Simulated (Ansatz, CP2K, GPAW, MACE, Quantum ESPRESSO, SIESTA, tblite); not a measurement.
## Generalised stacking fault on (110) of a LiCl-LiBr solid solution (56 atoms) in GPAW

Aim: run generalised stacking fault on (110) of a LiCl-LiBr solid solution (56 atoms) in GPAW and see how near its forces come to a plane-wave reference, and at what cost.

Calculated with GPAW 26.7.0; the method is named at each step.

### 1. The starting structure

The cell holds 56 atoms: 28 Li, 10 Br and 18 Cl. Its edges and angles: a = 7.448 Å, b = 5.266 Å, c = 26.488 Å, α = 90.0°, β = 82.6°, γ = 90.0°. Rock-salt LiCl lattice (a = 5.2663 Å, the value set for the mixture), cell with z along [110], 2 x 1 x 7 periods; the third cell vector is tilted by 0.917 of 1/2[1-10] and lengthened by 0.2 Å, so the cell holds one fault; displaced by a Gaussian of 0.01 Å; 10 of 28 Cl sites given to Br at random (lattice constant by Vegard's rule between LiCl and LiBr). Then every atom was moved at random, 0.02 Å r.m.s. a Cartesian component. The structure's axis is c.

The yardstick, on the same geometry:

```
method                                           : Kohn-Sham DFT, PBE, PAW, plane waves (Ansatz 0.2.0); cutoff 420 eV, Γ point, fermi-dirac smearing of 0.05 eV; PAW set soft_2
r.m.s. force component                           : 0.1098 eV/Å
longest force                                    : 0.3545 eV/Å
pressure                                         : -0.2704 GPa
gap (highest filled to lowest empty level) : 5.458 eV
SCF cycles                                       : 7
time                                             : 4.1 s on 8 threads of Arm Neoverse V1, shared host
CPU time                                         : 28 s
```

### 2. PBE, LCAO dzp, h 0.2 Å

Method: Kohn-Sham DFT, PBE, PAW, atomic orbitals (dzp).

run.py reads:

```python
import numpy as np
from ase.io import read
from gpaw import GPAW, FermiDirac

atoms = read("structure.xyz")
atoms.calc = GPAW(
    mode="lcao",
    basis="dzp",
    h=0.2,
    xc="PBE",
    kpts={"size": (1, 1, 1), "gamma": True},
    occupations=FermiDirac(0.05),
    maxiter=200,
    symmetry={"point_group": False},
    txt="gpaw.txt",
)
energy = atoms.get_potential_energy(force_consistent=True)
forces = atoms.get_forces()
print(f"energy {energy:.6f} eV")
print("forces (eV/A)")
for i, (a, f) in enumerate(zip(atoms, forces)):
    print(f"{i:4d} {a.symbol:2s} {f[0]:10.5f} {f[1]:10.5f} {f[2]:10.5f}")
print(f"Fermi level {atoms.calc.get_fermi_level():.4f} eV")
for k in range(len(atoms.calc.get_ibz_k_points())):
    for s in range(atoms.calc.get_number_of_spins()):
        e = atoms.calc.get_eigenvalues(kpt=k, spin=s)
        n = np.searchsorted(e, atoms.calc.get_fermi_level())
        print(f"k {k} spin {s} levels about the Fermi level:", np.round(e[max(n - 6, 0):n], 4).tolist(), "|", np.round(e[n:n + 6], 4).tolist())
```

structure.xyz reads:

```xyz
56
Lattice="7.44767 0.00000 0.00000 0.00000 5.26630 0.00000 3.41349 0.00000 26.26686" Properties=species:S:1:pos:R:3 pbc="T T T"
Li 7.48600 5.24223 26.04202
Br 5.57132 0.01943 1.82949
Li 7.48243 0.00469 3.73357
Cl 5.56639 5.25582 5.61979
Li 7.47101 5.25919 7.42590
Cl 5.60328 5.25487 9.30792
Li 7.44874 0.03239 11.16473
Cl 5.57336 0.05387 13.05043
Li 7.50168 5.23160 14.89436
Cl 5.59531 5.26198 16.77822
Li 7.46094 5.24539 18.60403
Cl 5.59390 0.01401 20.49367
Li 7.39760 0.04518 22.33524
Cl 5.64956 0.00137 24.19493
Li 3.73712 0.03723 26.11005
Br 1.89282 0.02659 1.87572
Li 3.71302 0.00506 3.72385
Cl 1.87798 0.01238 5.58407
Li 3.72417 5.25334 7.46951
Br 1.85521 5.22828 9.27562
Li 3.70819 5.26040 11.18574
Cl 1.84556 5.22923 13.02101
Li 3.70818 0.00479 14.89016
Cl 9.33147 5.23439 16.74644
Li 3.73672 0.00311 18.59536
Cl 9.31466 5.24839 20.45111
Li 3.65242 0.03707 22.32342
Cl 9.27525 5.21890 24.18994
Li 1.87113 2.67965 1.81425
Cl 7.46262 2.63110 3.69864
Li 1.82307 2.64505 5.55702
Cl 7.44557 2.65764 7.46163
Li 1.84997 2.61488 9.34128
Br 7.44099 2.61098 11.18706
Li 1.86282 2.62888 13.03178
Cl 7.48098 2.60735 14.88753
Li 9.31807 2.63852 16.72989
Cl 7.44843 2.68771 18.60009
Li 9.30922 2.61714 20.44481
Cl 7.42358 2.65021 22.32709
Li 9.30636 2.62004 24.18574
Cl 7.40936 2.62967 26.01102
Li 5.62454 2.59286 1.84525
Br 3.75713 2.61746 3.71597
Li 5.56135 2.61208 5.54835
Br 3.72653 2.65764 7.44981
Li 5.57669 2.59018 9.28954
Br 3.67479 2.68165 11.16368
Li 5.57240 2.66306 13.00577
Cl 3.69825 2.62583 14.89567
Li 5.53901 2.65221 16.74617
Br 3.72981 2.63225 18.63844
Li 5.59889 2.60139 20.45532
Br 3.70610 2.65664 22.31238
Li 5.59074 2.58970 24.20255
Br 3.73879 2.62736 26.04779
```

Run with:

```console
OMP_NUM_THREADS=1 python run.py > output.txt
```

The program printed:

```text
energy -192.499552 eV
forces (eV/A)
   0 Li   -0.22267    0.01281   -0.36393
   1 Br    0.30432   -0.15514    0.01680
   2 Li   -0.06413   -0.00296    0.20053
   3 Cl    0.11633   -0.00083   -0.09436
   4 Li   -0.22710    0.00956   -0.13566
   5 Cl   -0.02885    0.03248    0.04312
   6 Li   -0.16801   -0.11793    0.14855
   7 Cl   -0.01230   -0.09597   -0.01893
   8 Li   -0.06976    0.02119    0.00907
   9 Cl   -0.03465    0.02222   -0.07427
  10 Li   -0.03243    0.02120    0.03314
  11 Cl   -0.01154    0.02012   -0.04844
  12 Li    0.03815   -0.03460   -0.01766
  13 Cl   -0.18382    0.01526    0.15103
  14 Li   -0.12473   -0.09723   -0.35946
  15 Br    0.01565   -0.02583   -0.11883
  16 Li    0.09539   -0.03819    0.27396
  17 Cl   -0.10080   -0.00420   -0.04021
  18 Li    0.19651    0.07649   -0.17840
  19 Br    0.01319    0.14263    0.13167
  20 Li    0.14764    0.10484    0.10778
  21 Cl    0.00567    0.07781    0.02457
  22 Li    0.02916   -0.00795    0.02157
  23 Cl   -0.04159    0.07224   -0.04726
[...]
48 Li   -0.00131   -0.01833    0.34572
  49 Cl    0.08082    0.01940   -0.04213
  50 Li    0.24873   -0.01583   -0.11756
  51 Br   -0.02459   -0.02073   -0.17231
  52 Li    0.32377    0.02966    0.07814
  53 Br   -0.00386   -0.03904    0.07301
  54 Li    0.35074    0.02522   -0.05072
  55 Br   -0.25546    0.08286    0.21080
Fermi level 3.7390 eV
k 0 spin 0 levels about the Fermi level: [0.7938, 0.821, 0.8368, 0.8789, 0.9176, 1.0647] | [6.4801, 6.8991, 7.018, 7.8308, 7.9007, 7.9355]
```

gpaw.txt:

```text
Input parameters:
  mode=LCAO(),
  basis={'default': 'dzp'},
  h=0.2,
  kpts=MonkhorstPack(size=(1, 1, 1), gamma=True),
  maxiter=200,
  occupations=Occupations(name='fermi-dirac', width=0.05, fixmagmom=False),
  symmetry=Symmetry(point_group=False),
  xc=XC(name='PBE')
Unit cell  # Å
| periodic |        x |        y |         z |   lengths |    angles |
|----------|----------|----------|-----------|-----------|-----------|
|      yes | 7.447670 | 0.000000 |  0.000000 |  7.447670 | 90.000000 |
|      yes | 0.000000 | 5.266300 |  0.000000 |  5.266300 | 82.595666 |
|      yes | 3.413490 | 0.000000 | 26.266860 | 26.487730 | 90.000000 |
Number of symmetries: 1
Symmetry operations  # r_c * U_cc + t_c -> r_c
|   | kind |            matrix            |
|---|------|------------------------------|
| 0 |  E   |  1, 0, 0,  0, 1, 0,  0, 0, 1 |
BZ-sampling:
  Number of BZ points: 1
  Number of IBZ points: 1
  Monkhorst-Pack size: [1, 1, 1]
  Monkhorst-Pack shift: [0, 0, 0]
[... lines left out ...]
        l=2, rc=6.2656 Bohr: d-type Gaussian polarization
      Number of RI-basis functions 0
Reference energy: -940689.625382  # eV
eigensolver:
density mixing:
  MSR1-Mixer
occupation numbers:
  Fermi-Dirac:
    width: 0.0500  # eV
FastPoissonSolver using
    Stencil: 8*3+1=25 point O(h^6) finite-difference Laplacian
xc functional:
  name: PBE with 2 nearest neighbor stencil
interpolation: tri-quintic # 5. degree polynomial
Initialization done in: 6.784 s
convergence criteria:
- Maximum [total energy] change in last 3 cyles: 0.0005 eV / valence electron
- Maximum integral of absolute [dens]ity change: 0.0001 electrons / valence electron
- Maximum integral of absolute [eigenst]ate change: 4e-08 eV^2 / valence electron
maximum number of iterations: 200
SCF iterations
|iter     |      energy | eigst |  dens |
|---------|-------------|-------|-------|
|iter:   1| -192.032077 |      c|       |
|iter:   2| -192.039160 |      c| -1.38 |
|iter:   3| -192.436164 |      c| -1.40 |
|iter:   4| -192.498786 |      c| -1.96 |
|iter:   5| -192.499603c|      c| -2.77 |
|iter:   6| -192.499563c|      c| -3.68 |
|iter:   7| -192.499552c|      c| -4.06c|
Converged in 7 steps
SCF loop duration: 42.011 s (6.002 s/step)
Energy contributions relative to reference atoms: (reference = -940689.625382)
Energy contributions:
  Kinetic:         331.357520
  Coulomb:        -328.896852
  Zero:              1.939343
  External:          0.000000
  Xc:             -196.899563
  Entropy:          -0.000000
  Spinorbit:         0.000000
  ----------------------------
  Free energy:    -192.499552
  Extrapolated:   -192.499552
dipole moment: (-1.012824, 30.278950, 161.939930)  # |e|*Ang
Fermi level: 3.739
Eigenvalues  # (at kpt = [0.000, 0.000, 0.000])
| band index |      eig [eV] | occ [0-2] |
|------------|---------------|-----------|
|          0 |       -12.642 |     2.000 |
|        ... |               |           |
|        104 |         0.746 |     2.000 |
|        105 |         0.754 |     2.000 |
[...]
|        119 |         8.022 |     0.000 |
|        ... |               |           |
|        138 |         9.127 |     0.000 |
Gap: 5.415 eV
Transition (v -> c):
  (s=0, k=0, n=111, [0.00, 0.00, 0.00]) -> (s=0, k=0, n=112, [0.00, 0.00, 0.00])
No difference between direct/indirect transitions
Force computation time: 13.714  # s
timing:  # [seconds]
  Total:  62.540  # ━━━━━━━━━━━━━━━━━━━━━━━━━━━━━━━━━━━━━━━━━━━━━━━━━━━━━━━━━
  Init:    6.783  # ━━━━━━
  SCF:    42.011  # ━━━━━━━━━━━━━━━━━━━━━━━━━━━━━━━━━━━━━━╸
  Forces: 13.715  # ━━━━━━━━━━━━╸
```

Wall time 64 s (1 thread of Arm Neoverse V1, shared host); peak memory 1 GiB.

Banners, paths, timers and routine set-up lines are dropped from the logs unmarked, and long logs keep their key lines alone; longer cuts are marked.

Against the reference:

```yaml
r_m_s_force_component: 0.1288 eV/Å
r_m_s_difference_of_force_components: 23.36 meV/Å
longest_difference_of_force_vectors: 79.11 meV/Å
force_difference_over_r_m_s_force: 21.28 %
slope_of_forces_against_the_reference_s: 1.166
correlation_of_force_components: 0.9935
spacing_of_highest_filled_and_lowest_empty_level: 5.415 eV
gap_difference: -0.0428 eV
```

Length of the force difference by element (eV/Å):

| element | atoms | mean | most |
| --- | --- | --- | --- |
| Br | 10 | 0.032 | 0.062 |
| Cl | 18 | 0.026 | 0.052 |
| Li | 28 | 0.044 | 0.079 |

Levels nearest the highest filled one (eV from it): -0.27, -0.24, -0.23, -0.19, -0.15, 0.00, 5.42, 5.83, 5.95, 6.77, 6.84, 6.87.

Local excerpt of 9 atoms (numbers count through the whole input) about Li1, which bears the longest force; x, y, z are measured from there.

| atom | x | y | z | distance (Å) | bonds | Fx | Fy | Fz (eV/Å) |
| --- | --- | --- | --- | --- | --- | --- | --- | --- |
| Li1 | 0.00 | 0.00 | 0.00 | 0.00 | 5 | -0.223 | 0.013 | -0.364 |
| Br2 | 1.50 | 0.04 | 2.05 | 2.54 | 5 | 0.304 | -0.155 | 0.017 |
| Cl28 | 1.79 | -0.02 | -1.85 | 2.58 | 6 | 0.161 | 0.118 | 0.055 |
| Cl14 | -1.84 | 0.03 | -1.85 | 2.60 | 6 | -0.184 | 0.015 | 0.151 |
| Cl42 | -0.08 | -2.61 | -0.03 | 2.61 | 5 | 0.152 | 0.003 | 0.155 |
| Cl42 | -0.08 | 2.65 | -0.03 | 2.66 | 5 | 0.152 | 0.003 | 0.155 |
| Br16 | -2.18 | 0.05 | 2.10 | 3.03 | 5 | 0.016 | -0.026 | -0.119 |
| Li43 | 1.55 | 2.62 | 2.07 | 3.68 | 5 | 0.027 | 0.122 | -0.154 |
| Li41 | 1.82 | -2.62 | -1.86 | 3.69 | 6 | -0.364 | 0.005 | 0.014 |

Atoms are counted from 1 here, from 0 in the log.

Forces lie 21 % from the reference's, at 2.3 times its CPU time (on 1 against 8 cores).

### 3. PBE, LCAO szp(dzp), h 0.2 Å

Method: Kohn-Sham DFT, PBE, PAW, atomic orbitals (szp(dzp)).

run.py: that of step 2 with these lines changed.

```diff
@@ -7,3 +7,3 @@
     mode="lcao",
-    basis="dzp",
+    basis="szp(dzp)",
     h=0.2,
```

structure.xyz is that of step 2.

The program printed:

```text
energy -190.494209 eV
forces (eV/A)
   0 Li   -0.24319    0.01859   -0.38999
   1 Br    0.31965   -0.16318    0.00326
   2 Li   -0.06035   -0.00746    0.22070
   3 Cl    0.12553   -0.00180   -0.10271
   4 Li   -0.25290    0.01179   -0.15177
   5 Cl   -0.03322    0.03008    0.04324
[...]
53 Br   -0.00655   -0.04074    0.07654
  54 Li    0.38482    0.06115   -0.04809
  55 Br   -0.26529    0.08835    0.22525
Fermi level 3.7781 eV
k 0 spin 0 levels about the Fermi level: [0.963, 0.9724, 1.0041, 1.053, 1.0602, 1.1997] | [6.5962, 7.0097, 7.1363, 7.9889, 7.9996, 8.2099]
```

gpaw.txt:

```text
Input parameters:
  mode=LCAO(),
  basis={'default': 'szp(dzp)'},
  h=0.2,
  kpts=MonkhorstPack(size=(1, 1, 1), gamma=True),
  maxiter=200,
  occupations=Occupations(name='fermi-dirac', width=0.05, fixmagmom=False),
[... lines left out ...]
  Fermi-Dirac:
[... lines left out ...]
convergence criteria:
- Maximum [total energy] change in last 3 cyles: 0.0005 eV / valence electron
[... lines left out ...]
Converged in 7 steps
[... lines left out ...]
  Free energy:    -190.494209
[... lines left out ...]
Fermi level: 3.778
[... lines left out ...]
|        ... |               |           |
|        138 |         9.873 |     0.000 |
Gap: 5.397 eV
Transition (v -> c):
  (s=0, k=0, n=111, [0.00, 0.00, 0.00]) -> (s=0, k=0, n=112, [0.00, 0.00, 0.00])
No difference between direct/indirect transitions
Force computation time: 11.402  # s
timing:  # [seconds]
  Total:  53.764  # ━━━━━━━━━━━━━━━━━━━━━━━━━━━━━━━━━━━━━━━━━━━━━━━━━━━━━━━━━
  Init:    6.730  # ━━━━━━━
  SCF:    35.602  # ━━━━━━━━━━━━━━━━━━━━━━━━━━━━━━━━━━━━━╸
  Forces: 11.402  # ━━━━━━━━━━━━
```

Wall time 55 s (1 thread); peak memory 0.98 GiB.

Against the reference:

- r.m.s. force component: 0.1422 eV/Å
- r.m.s. difference of force components: 35.66 meV/Å
- longest difference of force vectors: 123.8 meV/Å
- force difference over r.m.s. force: 32.49 %
- slope of forces against the reference's: 1.287
- correlation of force components: 0.993
- gap (highest filled to lowest empty level): 5.396 eV
- gap difference: -0.0617 eV

This is a coarse setting, run to see what it loses.

Against the first run (21 %), the force difference from the reference is 32 %, at 0.86 times the CPU time, with 364 basis functions against 504: the smaller basis costs accuracy.

### 4. PBE, grid h 0.18 Å

Method: Kohn-Sham DFT, PBE, PAW, finite differences on a real-space grid.

run.py: that of step 3 with these lines changed.

```diff
@@ -3,2 +3,3 @@
 from gpaw import GPAW, FermiDirac
+from ase.parallel import parprint as print
 
@@ -6,5 +7,4 @@
 atoms.calc = GPAW(
-    mode="lcao",
-    basis="szp(dzp)",
-    h=0.2,
+    mode="fd",
+    h=0.18,
     xc="PBE",
@@ -14,2 +14,3 @@
     symmetry={"point_group": False},
+    nbands=171,
     txt="gpaw.txt",
```

structure.xyz is that of step 3.

Run with:

```console
OMP_NUM_THREADS=1 mpirun -np 2 gpaw python run.py > output.txt
```

The program printed:

```text
energy -198.270478 eV
forces (eV/A)
   0 Li   -0.17596    0.00613   -0.31845
   1 Br    0.26944   -0.13455   -0.00578
   2 Li   -0.04723   -0.00264    0.15610
   3 Cl    0.07865    0.04722   -0.08796
   4 Li   -0.19048    0.00330   -0.10370
   5 Cl   -0.05125    0.06669    0.06191
   6 Li   -0.14518   -0.10140    0.12434
   7 Cl   -0.01541   -0.10268   -0.02365
   8 Li   -0.05463    0.02649    0.01192
   9 Cl   -0.01035    0.02386   -0.08524
  10 Li   -0.02500    0.01588    0.02937
  11 Cl   -0.00634    0.00057   -0.03493
  12 Li    0.02577   -0.04521   -0.01216
  13 Cl   -0.16976    0.02034    0.10248
  14 Li   -0.09567   -0.08559   -0.31082
  15 Br   -0.02166   -0.03961   -0.12286
  16 Li    0.08028   -0.03142    0.21981
  17 Cl   -0.09185   -0.00433   -0.05569
  18 Li    0.17134    0.05880   -0.15185
  19 Br    0.01388    0.14114    0.11644
  20 Li    0.12191    0.08164    0.08891
  21 Cl    0.04704    0.07947    0.03482
  22 Li    0.02167   -0.00154    0.01465
  23 Cl   -0.02777    0.07127   -0.03369
[...]
48 Li    0.00035   -0.02049    0.29323
  49 Cl    0.08206    0.01600   -0.01659
  50 Li    0.21032   -0.01735   -0.09560
  51 Br   -0.02528   -0.02683   -0.17464
  52 Li    0.27411    0.03342    0.07041
  53 Br   -0.02209   -0.05002    0.07576
  54 Li    0.29946    0.03654   -0.03732
  55 Br   -0.21196    0.06623    0.20247
Fermi level 3.6004 eV
k 0 spin 0 levels about the Fermi level: [0.7111, 0.7415, 0.763, 0.7882, 0.8743, 1.0067] | [6.4602, 6.8637, 6.9772, 7.6978, 7.7442, 7.8015]
```

gpaw.txt:

```text
Input parameters:
  mode=FD(),
  h=0.18,
  kpts=MonkhorstPack(size=(1, 1, 1), gamma=True),
  maxiter=200,
  nbands=171,
  occupations=Occupations(name='fermi-dirac', width=0.05, fixmagmom=False),
  symmetry=Symmetry(point_group=False),
  xc=XC(name='PBE')
Diagonalizing LCAO Hamiltonian
Converting LCAO to fd mode
Unit cell  # Å
[... lines left out ...]
  Converge bands: occupied
[... lines left out ...]
  Fermi-Dirac:
[... lines left out ...]
convergence criteria:
- Maximum [total energy] change in last 3 cyles: 0.0005 eV / valence electron
[... lines left out ...]
Converged in 12 steps
[... lines left out ...]
  Coulomb:        -236.453562
  Zero:              2.985117
  External:          0.000000
  Xc:             -189.650266
  Entropy:          -0.000000
  Spinorbit:         0.000000
  ----------------------------
  Free energy:    -198.270478
  Extrapolated:   -198.270478
dipole moment: (-0.917444, 30.305815, 162.148812)  # |e|*Ang
Fermi level: 3.600
Eigenvalues  # (at kpt = [0.000, 0.000, 0.000])
| band index |      eig [eV] | occ [0-2] |
|------------|---------------|-----------|
|          0 |       -12.708 |     2.000 |
|        ... |               |           |
|        104 |         0.647 |     2.000 |
|        105 |         0.691 |     2.000 |
[...]
|        119 |         7.876 |     0.000 |
|        ... |               |           |
|        170 |        10.989 |     0.000 |
Gap: 5.453 eV
Transition (v -> c):
  (s=0, k=0, n=111, [0.00, 0.00, 0.00]) -> (s=0, k=0, n=112, [0.00, 0.00, 0.00])
No difference between direct/indirect transitions
Force computation time: 3.036  # s
```

The job ended after 1.7 min (2 MPI ranks; peak memory 1.8 GiB).

Against the reference:

```
r.m.s. force component                           : 0.1121 eV/Å
r.m.s. difference of force components            : 6.703 meV/Å
longest difference of force vectors              : 25.07 meV/Å
force difference over r.m.s. force               : 6.107 %
slope of forces against the reference's          : 1.019
correlation of force components                  : 0.9984
gap (highest filled to lowest empty level) : 5.454 eV
gap difference                                   : -0.0047 eV
```

Against the first run (21 %), the force difference from the reference is 6.1 %, at 3.1 times the CPU time (on 2 against 1 cores) (12 SCF steps against 7).

[end of part 1 of 2]

[Also dropped from logs without a mark: logging warnings of Python, and SIESTA's first energy breakdown and zero terms.]

[Logs are printed without paths, hosts, clocks, repeated set-up lines and the standing remarks that a program may print on its own settings, such as how far it seeks lower states.]

[Hosts, paths, dates, database ids (printed as entryN), source tags and the programs' standing remarks are cut or masked in the printed files.]
